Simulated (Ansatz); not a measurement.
# NaVS3 (model cell, started as cubic perovskite with V in the octahedra): from the cell to its phonons, part 2 of 2

Aim: the vibrations of NaVS3 (model cell, started as cubic perovskite with V in the octahedra), their spectra, and whether the structure is stable.

Ansatz 0.2.0; DFT PBEsol, scalar-relativistic, plane waves, PAW; PAW set soft_1.

So far. Step 3 (Relaxing to small forces for the phonons): The forces vanish by symmetry and the pressure is 0.005 GPa, within the tolerances set. The cell now holds 19.07 Å³/atom. The relaxed cell has a = 4.568 Å (conventional setting).

The structure was built from a prototype and need not be the compound's stable phase.

## (4) Modes at Γ

The zone centre comes first: it holds the modes that light can see, as far as symmetry allows. No field response is asked, since the mesh shows no gap.

input.yaml reads:

```yaml
crystal:
  lattice:
    - [4.5683033595, 0.0, 0.0]
    - [0.0, 4.5683033595, 0.0]
    - [0.0, 0.0, 4.5683033595]
  atoms:
    - { symbol: Na, position: [0.0, 0.0, 0.0] }
    - { symbol: V, position: [0.5, 0.5, 0.5] }
    - { symbol: S, position: [0.5, 0.5, 0.0] }
    - { symbol: S, position: [0.5, 0.0, 0.5] }
    - { symbol: S, position: [0.0, 0.5, 0.5] }
kpoints:
  mp_grid: { grid: [8, 8, 8] }
hamiltonian:
  xc: pbesol
  pseudopotentials: { kind: paw, azcp: { folder: soft_1 }, xc_functional: pbe }
scf:
  occupations: { method: methfessel_paxton, width: 0.2 }
output:
  eigenvalues: true
phonons:
  method: dfpt
```

Started as:

```bash
> ansatz run input.yaml --threads 8 --pin off --max-ram 16384MiB --backend cpu --events-out ev --progress --plain --runs-dir out
```

Numbers of over 12 decimals in the logs are rounded to 6 here.

What it wrote:

```text
zone centre: on kpoints.mp_grid the ground state, and the responses unless they are solved on pairs of k-points, stand on 125 of the mesh's 512 k-points, reduced under 8 symmetry operations, with k and −k counted as one. Each operation leaves every solved displacement unchanged or reverses it
[...]
Crystal: 5 atoms, lattice volume = 95.338 Å³
Basis set: ecut = 420 eV, 1863 PW (Γ), exchange–correlation on 64×64×64 points (8 copies of the dense FFT grid, shifted against one another)
Bands: 25, of which v1, the nominal top of the filled ones, is band 20 counted from 1 (19 counted from 0)
Symmetry: 48 space group operations
k-points: 125 of 512 (irreducible under 8 space group operations)
[...]
SCF iter   1: F=—  HF=-7020.489581 eV  |F-HF|=—  |Δ(HF+E_count)|=         —  Δρ=9.27e-2  dr2=1.33e1  ethr=3.10e-3  ⟨swp⟩=7.2  Hψ=34105  notcnv=0
[...]
SCF iter  13: F=-7019.152650 eV  HF=-7019.152650 eV  |F-HF|=3.64e-12  |Δ(HF+E_count)|=  1.82e-12  S|Δr|=    0.00e0  Δρ=3.42e-8  dr2=1.44e-12  ethr=1.00e-12  ⟨swp⟩=13.4  Hψ=20534  notcnv=0
SCF 1 converged in 13 iterations: F = -7019.152650 eV  dr2 = 1.44e-12
[...]
DFPT response loops at Γ: preconditioner auto → Kerker (q_TF=auto, 2.361 Å⁻¹) (partly filled bands, converged f_vac=0.000); β = 1.00, the filter's whole step (`scf.mixing.beta` (0.50) is not read by the response loops under this deck's `scf.mixing.preconditioner`; to damp them name `kerker` or `kerker_dos`, under which they read `scf.mixing.beta`, and type it under 1.00, their step now; both keys bind the ground state too); Broyden in place of MSR1
SCF converged after 13 iterations
[...]
Free energy (F): -7019.152650 eV
[...]
Internal energy: -7019.133839 eV  (E = F + TS)
E sigma→0 (E₀):  -7019.147947 eV
Entropy (-TS):   -0.018811 eV (-3.762 meV/atom)
Fermi energy:    6.797362 eV
Step filling:    the computed levels leave a gap of 0.0000 eV = 0.0 smearing widths at the electron count; against every level under it full and every level over it empty, smearing changes F+E_penalty+E_count by -9.448 meV and its σ→0 estimate by -4.745 meV
[...]
--- Band table (eV; the first three rows and the last of 125) ---
  k-point 0: bands = [... 16 lower, 5.5777, 5.8073, 5.8073, 5.8073, 6.4683, 6.4683, 6.4683, 7.2942, ... 6 higher]
  k-point 1: bands = [... 16 lower, 5.4653, 5.7831, 5.8131, 6.0719, 6.0719, 6.7741, 6.7741, 7.3022, ... 6 higher]
  k-point 2: bands = [... 16 lower, 4.8642, 5.2177, 5.8275, 6.1460, 6.1460, 7.3169, 7.3525, 7.3525, ... 6 higher]
  k-point 124: bands = [... 16 lower, 2.4703, 7.2308, 7.2308, 7.2308, 7.8696, 7.8696, 7.8696, 9.4206, ... 6 higher]
--- Phonons (Γ-DFPT): 4 representative perturbations + reference, on 125 of 512 k-points (Σ response iterations 12) ---
  k mesh reduced under 8 symmetry operations, with k and −k counted as one. Each operation leaves every solved displacement unchanged or reverses it
  ASR residual: 2.135e-5 → 0.000e0 eV/Å²; symmetrization residual: 5.353e-6 eV/Å²
  ASR residual per site (eV/Å²): 2.14e-5 1.49e-5 2.03e-5 2.03e-5 2.03e-5
  Γ frequencies (cm⁻¹): -93.33 -93.33 -93.33 0.00 0.00 0.00 72.22 72.22 72.22 87.93 87.93 87.93 352.07 352.07 352.07
  non-analytic LO–TO correction: not included (Born effective charges unavailable; polar crystals: no LO–TO splitting at Γ)
```

It took 17 s on 8 threads of Arm Neoverse V2, shared host; peak memory 1.3 GiB.

The column dr2 measures how far the density is from self-consistency, as an energy; F and HF (Harris–Foulkes) agree once it is small.

This step gave:

```yaml
sum_rule_residual_before_enforcement: 2.14e-5 eV/Å²
point_group: m-3m
highest_optical_mode_at_the_zone_centre_no_lo_to_term: 352.1 cm⁻¹
lowest_optical_zone_centre_mode: -93.33 cm⁻¹
```

Patterns of degenerate modes are one choice out of their space. The modes at Γ (shares of kinetic energy by element, %) (negative means imaginary):

```tsv
mode	frequency (cm⁻¹)	symmetry	Na %	V %	S %
1	-93.3	T1u	2	61	37
2	-93.3	T1u	2	61	37
3	-93.3	T1u	2	61	37
4	0.0	acoustic	14	30	57
5	0.0	acoustic	14	30	57
6	0.0	acoustic	14	30	57
7	72.2	T1u	85	1	14
8	72.2	T1u	85	1	14
9	72.2	T1u	85	1	14
10	87.9	T2u	0	0	100
11	87.9	T2u	0	0	100
12	87.9	T2u	0	0	100
13	352.1	T1u	0	8	92
14	352.1	T1u	0	8	92
15	352.1	T1u	0	8	92
```

Displacements in mode 3 (-93.3 cm⁻¹), the largest set to 1:
```
Na1 -0.04 -0.07 -0.24
V2   0.16  0.30  1.00
S3  -0.11 -0.21 -0.02
S4  -0.11 -0.01 -0.70
S5   0.00 -0.21 -0.70
```

Displacements in mode 11 (87.9 cm⁻¹), the largest set to 1:
```
Na1  0.00  0.00  0.00
V2   0.00  0.00  0.00
S3   0.00 -0.02  0.00
S4   0.00  0.00 -1.00
S5   0.00  0.02  1.00
```

Before it was imposed, the acoustic sum rule was missed by 2.1e-5 eV/Å². Small misses are needed for a sound result but don't prove that mesh and cutoff are converged. The lowest optical mode is imaginary, 93.3i cm⁻¹, so the energy falls along it.

## (5) The dispersion

Stability and thermal properties need the whole zone. Linear response on a 4×4×4 q mesh gives force constants as far as a supercell of that size would.

Changes to input.yaml since step 4:

```diff
@@ -22 +22,8 @@
   method: dfpt
+  qmesh: [4, 4, 4]
+  temperatures: { t_max: 1000, t_step: 50 }
+  qpath:
+    path:
+      - [[0.0, 0.0, 0.0], [0.0, 0.5, 0.0], [0.5, 0.5, 0.0], [0.0, 0.0, 0.0], [0.5, 0.5, 0.5], [0.0, 0.5, 0.0]]
+      - [[0.5, 0.5, 0.5], [0.5, 0.5, 0.0]]
+    npoints: 10
```

What it wrote:

```text
[...]
Crystal: 5 atoms, lattice volume = 95.338 Å³
Basis set: ecut = 420 eV, 1863 PW (Γ), exchange–correlation on 64×64×64 points (8 copies of the dense FFT grid, shifted against one another)
Bands: 25, of which v1, the nominal top of the filled ones, is band 20 counted from 1 (19 counted from 0)
Symmetry: 48 space group operations
k-points: 35 of 512
[...]
SCF iter   1: F=—  HF=-7020.489549 eV  |F-HF|=—  |Δ(HF+E_count)|=         —  Δρ=9.27e-2  dr2=1.33e1  ethr=3.10e-3  ⟨swp⟩=7.5  Hψ=9583  notcnv=0
[...]
SCF iter  13: F=-7019.152650 eV  HF=-7019.152650 eV  |F-HF|=1.82e-12  |Δ(HF+E_count)|=    0.00e0  S|Δr|=    0.00e0  Δρ=3.40e-8  dr2=1.42e-12  ethr=1.00e-12  ⟨swp⟩=13.5  Hψ=5859  notcnv=0
SCF 1 converged in 13 iterations: F = -7019.152650 eV  dr2 = 1.42e-12
[...]
SCF iter   6: F=-7019.152650 eV  HF=-7019.152650 eV  |F-HF|=1.00e-11  |Δ(HF+E_count)|=  1.82e-12  S|Δr|=    0.00e0  Δρ=7.67e-8  dr2=9.91e-12  ethr=1.00e-12  ⟨swp⟩=2.0  Hψ=2040  notcnv=0
SCF 2 converged in 6 iterations: F = -7019.152650 eV  dr2 = 9.91e-12
phonons: the bands overlap, so this run is a metal and interpolates without the dipole-dipole term. If the crystal is really an insulator or semiconductor, its LO-TO splitting is missing
NSCF: frozen V_eff on 35 k-points
[...]
DFPT response loops at q = (0, 0, 0) (fractional): preconditioner auto → Kerker (q_TF=auto, 2.361 Å⁻¹) (partly filled bands, converged f_vac=0.000); β = 1.00, the filter's whole step (`scf.mixing.beta` (0.50) is not read by the response loops under this deck's `scf.mixing.preconditioner`; to damp them name `kerker` or `kerker_dos`, under which they read `scf.mixing.beta`, and type it under 1.00, their step now; both keys bind the ground state too); Broyden in place of MSR1
[...]
SCF converged after 13 iterations
[...]
Free energy (F): -7019.152650 eV
[...]
Internal energy: -7019.133839 eV  (E = F + TS)
E sigma→0 (E₀):  -7019.147947 eV
Entropy (-TS):   -0.018811 eV (-3.762 meV/atom)
Fermi energy:    6.797362 eV
[...]
--- Band table (eV; the first three rows and the last of 35) ---
  k-point 0: bands = [... 16 lower, 5.5777, 5.8073, 5.8073, 5.8073, 6.4683, 6.4683, 6.4683, 7.2942, ... 6 higher]
  k-point 1: bands = [... 16 lower, 5.4653, 5.7831, 5.8131, 6.0719, 6.0719, 6.7741, 6.7741, 7.3022, ... 6 higher]
  k-point 2: bands = [... 16 lower, 4.8642, 5.2177, 5.8275, 6.1460, 6.1460, 7.3169, 7.3525, 7.3525, ... 6 higher]
  k-point 34: bands = [... 16 lower, 2.4703, 7.2308, 7.2308, 7.2308, 7.8696, 7.8696, 7.8696, 9.4206, ... 6 higher]
--- Phonons (Γ-DFPT): 4 representative perturbations + reference (Σ response iterations 12) ---
  ASR residual: 2.475e-5 → 0.000e0 eV/Å²; symmetrization residual: 5.283e-6 eV/Å²
  ASR residual per site (eV/Å²): 2.22e-5 2.47e-5 1.53e-5 1.53e-5 1.53e-5
[...]
--- Phonons (arbitrary-q DFPT): 10 irreducible q on the 4×4×4 mesh ---
  q = [0.0000, 0.0000, 0.0000] (star 1, of the zone-centre solve; hermiticity 9.34e-7, symmetrization 2.17e-12): -93.33 -93.33 -93.33 -0.00 0.00 0.00 72.22 72.22 72.22 87.93 87.93 87.93 352.07 352.07 352.07
  q = [0.0000, 0.0000, 0.2500] (star 6, 9 solved perturbations in 1560 linear systems a pass and spin channel, the states on 200 of 512 k-point pairs; hermiticity 1.32e-6, symmetrization 2.50e-12): -165.28 -86.69 -86.69 38.54 38.54 69.03 71.34 71.34 74.49 113.59 125.30 125.30 346.63 346.63 355.56
[...]
q = [0.0000, 0.2500, -0.5000] (star 12, 15 solved perturbations on 200 of 512 k-point pairs; hermiticity 1.03e-6, symmetrization 5.72e-8): -140.26 -99.61 -21.45 58.34 62.62 64.85 115.89 117.65 125.95 155.89 191.97 204.99 292.71 330.68 401.05
[...]
sum rule: each row above includes the acoustic sum rule's correction from the zone centre's row sums; it moved no ω² by more than (0.51 cm⁻¹)²
  mesh force constants: q→R imaginary residual 3.27e-19; ASR residual 2.475e-5 → 0.000e0 eV/Å²; symmetrization residual 5.329e-15 eV/Å²
  interpolated dispersion: 62 rows × 15 modes
  density of states and harmonic sums: on the 16×16×16 q-mesh, interpolated from the force constants of a 4×4×4 supercell (no non-analytic term)
  largest difference from the sums on the solved wave vectors: F 5.95e-2 eV, S 8.52e-5 and C_V 2.72e-5 eV/K
  zero-point energy: 0.123979 eV/cell   skipped modes (ω ≤ 0): 486, of them read as no rigid motion or as one in doubt: 483 (2.872e0 modes/cell left out, lowest -216.15 cm⁻¹)   left out of the sums: 1.91e-1 of the cell's modes: C_V's classical limit lies that fraction below 3 k_B per atom; for a crystal, a wire or a layer, F and S can be off by more, and a phonons.interpolated_qmesh denser along its periods is the remedy for the sampling
```

It took 6.3 min on 8 threads; peak memory 3.1 GiB.

This step gave:

```yaml
sum_rule_residual_before_enforcement: 2.47e-5 eV/Å²
lowest_frequency_on_the_path: -216.2 cm⁻¹
highest_frequency_on_the_path_or_at_a_solved_wavevector: 453.7 cm⁻¹
lowest_mode_on_the_q_mesh_acoustic_modes_at_gamma_apart: -216.2 cm⁻¹
```

Frequencies (cm⁻¹) solved at each irreducible wavevector; negative means imaginary. Frequencies by wavevector, by row:

```tsv
q in reciprocal lattice units	star	mode 1	mode 2	mode 3	mode 4	mode 13	mode 14	mode 15
0 0 0	1	-93.3	-93.3	-93.3	0	352.1	352.1	352.1
0 0 0.25	6	-165.3	-86.7	-86.7	38.5	346.6	346.6	355.6
0 0 -0.5	3	-97.5	-97.5	54.4	54.4	336.9	336.9	380.8
0 0.25 0.25	12	-149.2	-126.5	-87	26.8	333.7	340.9	376.2
0 0.25 -0.5	12	-140.3	-99.6	-21.4	58.3	292.7	330.7	401.1
0 -0.5 -0.5	3	-111.4	-76.2	50.4	50.4	227.9	319.9	418.6
0.25 0.25 0.25	8	-104.7	-104.7	-82.9	29.5	333.5	333.5	396.7
0.25 0.25 -0.5	12	-92.4	-89.3	-34.5	21.7	266	316.2	421.9
0.25 -0.5 -0.5	6	-102.9	-76.5	-52	-11.3	227.8	271	441.3
-0.5 -0.5 -0.5	1	-216.2	-216.2	-76.5	-76.5	226.4	226.4	453.6
```

Interpolated from a 4×4×4 q mesh. Phonon branches along the path, in cm⁻¹:

```tsv
point	branch 1	branch 2	branch 3	branch 4	branch 12	branch 13	branch 14	branch 15
Γ	-93	-93	-93	0	88	352	352	352
halfway	-165	-87	-87	38	125	347	347	356
X	-98	-98	54	54	189	337	337	381
halfway	-140	-100	-22	58	205	293	331	401
M	-111	-76	50	50	186	228	320	419
halfway	-149	-126	-87	27	172	334	341	376
Γ	-93	-93	-93	0	88	352	352	352
halfway	-105	-105	-83	30	174	334	334	397
R	-216	-216	-76	-76	226	226	226	454
halfway	-92	-89	-34	22	208	266	316	422
X	-98	-98	54	54	189	337	337	381
jump to R	-216	-216	-76	-76	226	226	226	454
halfway	-103	-76	-52	-11	203	228	271	441
M	-111	-76	50	50	186	228	320	419
```

Tetrahedra on a 16×16×16 mesh, mean over bins of 10 cm-1. Interpolated from a 4×4×4 q mesh. The phonon density of states by wavenumber; read off at these points:

```tsv
wavenumber (cm⁻¹)	phonon density of states (1/cm⁻¹/cell)
-215	1.0e-5
-185	2.3e-4
-155	0.00667
-115	0.0213
-105	0.0457
-85	0.0212
-55	0.0103
-25	0.00726
5	0.00676
45	0.0329
65	0.139
75	0.0813
105	0.0352
135	0.0306
165	0.0416
175	0.0484
195	0.0287
235	0.00489
265	0.00437
295	0.00651
325	0.0245
335	0.0488
355	0.0114
395	0.0122
425	0.00827
455	0.00238
```

The partial phonon density of states has structure finer than the step of the table below, so its rows give means over 20 cm⁻¹, whole bins alone (the curve runs from -206 to 477 cm⁻¹). Peaks (cm⁻¹: height): Na 65.1: 0.106; S 60.8: 0.0320, 108.0: 0.0276, 125.2: 0.0274, 146.7: 0.0322, 163.8: 0.0371, 181.0: 0.0304, 339.9: 0.0475; V -102.4: 0.0429, 103.7: 0.0111, 150.9: 0.0182, 185.3: 0.0255.

Phonopy on the run's constants, 13x13x13 mesh, Gaussian sigma 4.9 cm-1. Interpolated from a 4×4×4 q mesh. The partial phonon density of states by wavenumber; means over each step; values in 1/cm⁻¹/cell:

```tsv
wavenumber (cm⁻¹)	Na	S	V
-180	0	4.1e-4	1.7e-4
-160	6.1e-6	0.00173	0.00308
-140	1.0e-4	0.00399	0.0100
-120	1.8e-4	0.00515	0.0146
-100	5.0e-4	0.00778	0.0335
-80	5.2e-4	0.0128	0.0107
-60	5.3e-4	0.0177	0.00221
-40	4.0e-4	0.00718	6.5e-4
-20	2.9e-4	0.00210	3.8e-4
0	2.8e-4	0.00172	2.3e-4
20	0.00241	0.0113	0.00165
40	0.0130	0.0144	0.00321
60	0.0821	0.0288	0.00581
80	0.0360	0.0276	0.00418
100	0.00673	0.0236	0.00816
120	0.00270	0.0235	0.00513
140	0.00144	0.0235	0.00900
160	0.00132	0.0302	0.0111
180	0.00101	0.0262	0.0168
200	3.1e-4	0.0251	0.00536
220	9.7e-5	0.0209	2.3e-4
240	6.5e-6	0.00503	8.8e-5
260	0	0.00396	4.3e-5
280	0	0.00450	2.2e-5
300	0	0.00791	1.5e-5
320	0	0.0176	4.9e-4
340	6.1e-6	0.0412	0.00205
360	2.5e-6	0.0128	4.9e-4
380	0	0.0112	1.6e-4
400	0	0.0122	1.8e-4
420	0	0.0109	1.4e-4
440	0	0.00539	7.9e-5
460	0	0.00145	1.2e-5
```

Symmetry leaves 10 wavevectors to solve. The lowest mode among them, the acoustic zeros apart, lies at q = (-0.5, -0.5, -0.5) and is imaginary, 216.2i cm⁻¹, so the energy falls along it.

## (6) What came out

```json
{
 "space group after relaxation (within 0.01 Å)": "Pm-3m",
 "volume per atom": "19.1 Å³",
 "electronic character": "no gap on this mesh",
 "highest optical mode at the zone centre (no LO-TO term)": "352 cm⁻¹",
 "lowest optical zone-centre mode": "-93.3 cm⁻¹",
 "lowest mode on the q mesh (acoustic modes at Γ apart)": "-216 cm⁻¹",
 "highest frequency on the path or at a solved wavevector": "454 cm⁻¹",
 "imaginary modes on the 4×4×4 q mesh": "yes"
}
```

**Reading.** Modes are clearly imaginary (beyond 10i cm⁻¹) at 10 of the 10 irreducible wavevectors, most at q = (-0.5, -0.5, -0.5) (216.2i cm⁻¹), so this structure is not a minimum of the energy. The optical modes at Γ span -93 to 352 cm⁻¹ (negative means imaginary). The highest mode in this list at Γ, 352.1 cm⁻¹, is mostly motion of S (92 % of the kinetic energy). With no gap, or one that is small against the smearing, the frequencies hang on the k mesh and the smearing, most of all near Kohn anomalies. The phonon runs are without spin polarisation, although V often carries a moment. The PAW files were made for PBE and serve the other functionals too. The starting cell was built on a prototype and not taken from a measurement, so the phase need not exist. These are harmonic frequencies at zero temperature: anharmonic shifts, linewidths and thermal expansion are left out.

[Logs are printed without paths, hosts, clocks, repeated set-up lines and the standing remarks that a program may print on its own settings, such as how far it seeks lower states.]

[Hosts, paths, dates, database ids (printed as entryN), source tags and the programs' standing remarks are cut or masked in the printed files.]
